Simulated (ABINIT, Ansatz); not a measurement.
# CsLiMoO4 (F-43m): bands and cutoff in G0W0 with ABINIT, part 2 of 2

Wanted: a converged G0W0 gap of CsLiMoO4 (F-43m), or an estimate of the limit.

ABINIT 10.8.3; LDA and many-body steps on it, plane waves. Known limits of the many-body steps: not at the basis limit; no spin-orbit coupling; coarse k mesh.

So far. Step 3 (Screening, 2×2×2 mesh, 55 bands, screening to 62.6 eV): Local fields lower ε∞ by 24 %. On a Γ-centred mesh this coarse the value itself is usually too large, while a short band sum pulls it down. Step 4 (55 bands, 62.6 eV): The gap on the mesh goes from 4.43 eV to 6.53 eV, a correction of +2.10 eV.

**6. 122 bands, 114.3 eV**

This step: G0W0 on LDA, plane waves, norm-conserving pseudopotentials.

File run.abi:

```
acell 3*1.0 Angstrom
rprim 
  0.000000000000 4.196030970000 4.196030970000
  4.196030970000 -0.000000000000 4.196030970000
  4.196030970000 4.196030970000 0.000000000000
ntypat 4
znucl 55 3 42 8
natom 7
typat 1 2 3 4 4 4 4
xred 
  0.750000000000 0.750000000000 0.750000000000
  0.500000000000 0.500000000000 0.500000000000
  0.250000000000 0.250000000000 0.250000000000
  0.886367480000 0.371210840000 0.371210840000
  0.371210840000 0.371210840000 0.886367480000
  0.371210840000 0.886367480000 0.371210840000
  0.371210840000 0.371210840000 0.371210840000
pp_dirpath "pseudos"
pseudos "Cs.upf, Li.upf, Mo.upf, O.upf"
ecut 36
ngkpt 2 2 2
nshiftk 1
shiftk 0 0 0
kptopt 1
chksymbreak 0
istwfk *1
occopt 1
irdwfk 1
optdriver 4
nband 122
gwcalctyp 0
ecutsigx 36
symsigma 1
nkptgw 3
kptgw 
  0.5000000000 0.0000000000 0.0000000000
  0.5000000000 0.5000000000 0.0000000000
  0.0000000000 0.0000000000 0.0000000000
bdgw 
  23 27
  24 27
  23 28
ecuteps 4.2
irdscr 1
ppmodel 1
indata_prefix "in"
outdata_prefix "out"
tmpdata_prefix "tmp"
```

Started as:

```bash
$ OMP_NUM_THREADS=1 mpirun -n 4 abinit run.abi > log
```

Numbers of over 12 decimals in the logs are rounded to 6 here.

Output:

```text
.Version 10.8.3 of ABINIT. v10.8.2 released Aug 2026.

 Symmetries : space group F-4 3 m (#216); Bravais cF (face-center cubic)
[... echo of the input left out ...]
== DATASET  1 ==================================================================
-   mpi_nproc: 4, omp_nthreads: 1 (-1 if OMP is not activated)

--- !DatasetInfo
iteration_state: {dtset: 1, }
dimensions: {natom: 7, nkpt: 3, mband: 122, nsppol: 1, nspinor: 1, nspden: 1, mpw: 10326, }
cutoff_energies: {ecut:  36.0, pawecutdg:  -1.0, }
electrons: {nelect:   5.00000000E+01, charge:   0.00000000E+00, occopt:   1.00000000E+00, tsmear:   1.00000000E-02, }

 SIGMA: Calculation of the GW corrections

 Based on a program developped by R.W. Godby, V. Olevano, G. Onida, and L. Reining.
 Incorporated in ABINIT by V. Olevano, G.-M. Rignanese, and M. Torrent.
.Using double precision arithmetic ; gwpc =  8

[... cell and pseudopotentials left out ...]
--------------------------------------------------------------------------------

 ==== K-mesh for the wavefunctions ====
 Number of points in the irreducible wedge :     3
[... list of points left out ...]
 Together with 24 symmetry operations and time-reversal symmetry
 yields     8 points in the full Brillouin Zone.

 ==== Q-mesh for screening function ====
 Number of points in the irreducible wedge :     3
[... list of points left out ...]
 Together with 24 symmetry operations and time-reversal symmetry
 yields     8 points in the full Brillouin Zone.

 vcoul_init : cutoff-mode = AUXILIARY_FUNCTION
 q-points for optical limit:   1
     1)      0.000010    0.000020    0.000030
 setmesh: FFT mesh size selected  =    64x   64x   64
          total number of points  =       262144

 Number of electrons calculated from density =   50.0000; Expected =   50.0000
[...]
Perturbative Calculation

--- !SelfEnergy_ee
iteration_state: {dtset: 1, }
kpoint     : [   0.500,    0.000,    0.000, ]
spin       : 1
KS_gap     :    4.811
QP_gap     :    7.979
Delta_QP_KS:    3.168
data: !SigmaeeData |
     Band     E0 <VxcDFT>   SigX SigC(E0)      Z dSigC/dE  Sig(E)    E-E0       E
       23  -0.533 -18.332 -23.077   4.117   0.776  -0.288 -18.820  -0.488  -1.020
       24  -0.533 -18.332 -23.077   4.117   0.776  -0.288 -18.820  -0.488  -1.020
       25  -0.050 -19.196 -23.868   4.151   0.775  -0.291 -19.599  -0.404  -0.454
[...]
--- !SelfEnergy_ee
iteration_state: {dtset: 1, }
kpoint     : [   0.500,    0.500,    0.000, ]
spin       : 1
KS_gap     :    4.791
QP_gap     :    7.848
Delta_QP_KS:    3.058
data: !SigmaeeData |
     Band     E0 <VxcDFT>   SigX SigC(E0)      Z dSigC/dE  Sig(E)    E-E0       E
[...]
--- !SelfEnergy_ee
iteration_state: {dtset: 1, }
kpoint     : [   0.000,    0.000,    0.000, ]
spin       : 1
KS_gap     :    4.493
QP_gap     :    6.162
Delta_QP_KS:    1.669
data: !SigmaeeData |
     Band     E0 <VxcDFT>   SigX SigC(E0)      Z dSigC/dE  Sig(E)    E-E0       E
[...]
27   4.580 -18.723 -13.157  -2.206   0.812  -0.232 -15.995   2.728   7.308
       28   4.580 -18.723 -13.157  -2.206   0.812  -0.232 -15.995   2.728   7.308

 New Fermi energy :        9.636512E-02 Ha ,    2.622228E+00 eV

 === QP Band Gaps ===
  >>>> For spin  1
   Minimum direct gap =   6.1615 [eV], located at k-point      :   0.0000  0.0000  0.0000
   Fundamental gap    =   6.1562 [eV], Top of valence bands at :   0.5000  0.0000  0.0000
                                       Bottom of conduction at :   0.0000  0.0000  0.0000

== END DATASET(S) ==============================================================
================================================================================

 -outvars: echo values of variables after computation  --------
           etotal      0.0000000000E+00
            nband         122
             nkpt           3
          spgroup         216
 [... the other variables as echoed above ...]

 Calculation completed.
```

Elapsed: 21 s, on 4 MPI ranks of Arm Neoverse V1, shared host; peak memory 1.3 GiB.

Numbers from this step:

```
G0W0 gap on the points computed              : 6.157 eV
starting gap on the mesh                     : 4.433 eV
k of the valence top                         : 0.5, 0, 0
k of the conduction bottom                   : 0, 0, 0
Z at the valence top                         : 0.775
Z at the conduction bottom                   : 0.881
least direct G0W0 gap on the computed points : 6.162 eV
```

Against G0W0 in ABINIT (2×2×2 mesh, 55 bands, screening to 62.6 eV, Godby-Needs plasmon pole), the gap moves by −0.373 eV.

**7. Screening, 2×2×2 mesh, 265 bands, screening to 176.9 eV**

This step: RPA screening on LDA, plane waves, norm-conserving pseudopotentials.

Changes to run.abi since step 6:

```diff
@@ -28,19 +28,8 @@
 irdwfk 1
-optdriver 4
-nband 122
-gwcalctyp 0
-ecutsigx 36
-symsigma 1
-nkptgw 3
-kptgw 
-  0.5000000000 0.0000000000 0.0000000000
-  0.5000000000 0.5000000000 0.0000000000
-  0.0000000000 0.0000000000 0.0000000000
-bdgw 
-  23 27
-  24 27
-  23 28
-ecuteps 4.2
-irdscr 1
-ppmodel 1
+optdriver 3
+nband 265
+ecuteps 6.5
+inclvkb 2
+awtr 1
+symchi 1
 indata_prefix "in"
```

Output:

```text
.Version 10.8.3 of ABINIT. v10.8.2 released Aug 2026.

 Symmetries : space group F-4 3 m (#216); Bravais cF (face-center cubic)
[... echo of the input left out ...]
== DATASET  1 ==================================================================
-   mpi_nproc: 4, omp_nthreads: 1 (-1 if OMP is not activated)

--- !DatasetInfo
iteration_state: {dtset: 1, }
dimensions: {natom: 7, nkpt: 3, mband: 265, nsppol: 1, nspinor: 1, nspden: 1, mpw: 10326, }
cutoff_energies: {ecut:  36.0, pawecutdg:  -1.0, }
[...]
--------------------------------------------------------------------------------
[... chi0 elements left out ...]
 For q-point:  0.000010 0.000020 0.000030
  dielectric constant =   2.4853
  dielectric constant without local fields =   3.3345

  Average fulfillment of the sum rule on Im[epsilon] for q-point    1 :     72.90  [%]
[... wings left out ...]
  q-point number  2        q = ( 0.500000, 0.000000, 0.000000) [r.l.u.]
--------------------------------------------------------------------------------
[... chi0 elements left out ...]
  Average fulfillment of the sum rule on Im[epsilon] for q-point    2 :     77.28  [%]

 [... 1 further q-points ...]
```

It took 94 s on 4 MPI ranks; peak memory 2.6 GiB.

This step gave:

| Property | Result |
| --- | --- |
| ε∞ with local fields, on this mesh, along the program's q direction | 2.485 |
| the same without local fields | 3.334 |
| plasma frequency | 21.60 eV |
| plane waves in the screening matrix | 749 |

**8. 265 bands, 176.9 eV**

This step: G0W0 on LDA, plane waves, norm-conserving pseudopotentials.

Changes to run.abi since step 7:

```diff
@@ -28,8 +28,19 @@
 irdwfk 1
-optdriver 3
+optdriver 4
 nband 265
+gwcalctyp 0
+ecutsigx 36
+symsigma 1
+nkptgw 3
+kptgw 
+  0.5000000000 0.0000000000 0.0000000000
+  0.5000000000 0.5000000000 0.0000000000
+  0.0000000000 0.0000000000 0.0000000000
+bdgw 
+  23 27
+  24 27
+  23 28
 ecuteps 6.5
-inclvkb 2
-awtr 1
-symchi 1
+irdscr 1
+ppmodel 1
 indata_prefix "in"
```

Output:

```text
.Version 10.8.3 of ABINIT. v10.8.2 released Aug 2026.

 Symmetries : space group F-4 3 m (#216); Bravais cF (face-center cubic)
[... echo of the input left out ...]
== DATASET  1 ==================================================================
-   mpi_nproc: 4, omp_nthreads: 1 (-1 if OMP is not activated)

--- !DatasetInfo
iteration_state: {dtset: 1, }
dimensions: {natom: 7, nkpt: 3, mband: 265, nsppol: 1, nspinor: 1, nspden: 1, mpw: 10326, }
cutoff_energies: {ecut:  36.0, pawecutdg:  -1.0, }
[...]
Minimum direct gap =   6.2388 [eV], located at k-point      :   0.0000  0.0000  0.0000
   Fundamental gap    =   6.2337 [eV], Top of valence bands at :   0.5000  0.0000  0.0000
                                       Bottom of conduction at :   0.0000  0.0000  0.0000

== END DATASET(S) ==============================================================
================================================================================

 -outvars: echo values of variables after computation  --------
           etotal      0.0000000000E+00
            nband         265
             nkpt           3
          spgroup         216
 [... the other variables as echoed above ...]

 Calculation completed.
```

Wall time 1.7 min (4 MPI ranks); peak memory 2.3 GiB.

This step gave:

- G0W0 gap on the points computed: 6.234 eV
- starting gap on the mesh: 4.433 eV
- k of the valence top: 0.5, 0, 0
- k of the conduction bottom: 0, 0, 0
- least direct G0W0 gap on the computed points: 6.239 eV

Against G0W0 in ABINIT (2×2×2 mesh, 122 bands, screening to 114.3 eV, Godby-Needs plasmon pole), the gap moves by +0.077 eV.

**9. Side by side**

Times are wall times on 4 MPI ranks of Arm Neoverse V1, shared host, good to a factor of about two. A run's time includes the screening step that it read.

```tsv
run	mesh	bands	screening cutoff (eV)	DFT gap (eV)	gap on the mesh (eV)	direct (eV)	ε∞ used	time
55 bands, 62.6 eV	2×2×2	55	62.6	4.433	6.530	6.535	2.40	20 s
122 bands, 114.3 eV	2×2×2	122	114.3	4.433	6.157	6.162	2.48	55 s
265 bands, 176.9 eV	2×2×2	265	176.9	4.433	6.234	6.239	2.49	3.3 min
```

**10. What came out**

```
55 bands, 62.6 eV   : 6.530 eV
122 bands, 114.3 eV : 6.157 eV
265 bands, 176.9 eV : 6.234 eV
known limits        : not at the basis limit; no spin-orbit coupling; coarse k mesh
```

**Reading.** From the first rung to the last the gap moves by −0.30 eV for 9.9 times the time. The gap turns back along the series, so no limit is drawn from it. The 2×2×2 mesh is coarse for this cell, which bears on the long-range parts of exchange and screening. The many-body steps are scalar-relativistic: spin-orbit coupling is not in them.

[Paths, hosts, dates, memory and timing lines, banners, echoed tables and standing remarks are left out of the program output.]

[Logs are printed without paths, hosts, clocks, repeated set-up lines and the standing remarks that a program may print on its own settings, such as how far it seeks lower states.]

[Runs of the session that timed out or met a known fault of the program may be left out.]

[Hosts, paths, dates, database ids (printed as entryN), source tags and the programs' standing remarks are cut or masked in the printed files.]

[G0W0 gaps are taken among the corrected bands and points alone; a level outside them can change the order at an edge.]

[Where Ansatz stands beside ABINIT at settings called matched, ABINIT's density can come from a denser mesh and the files from another edition; pairs whose starting gaps differed by over 0.03 eV were left out, so agreement reads better than it is.]
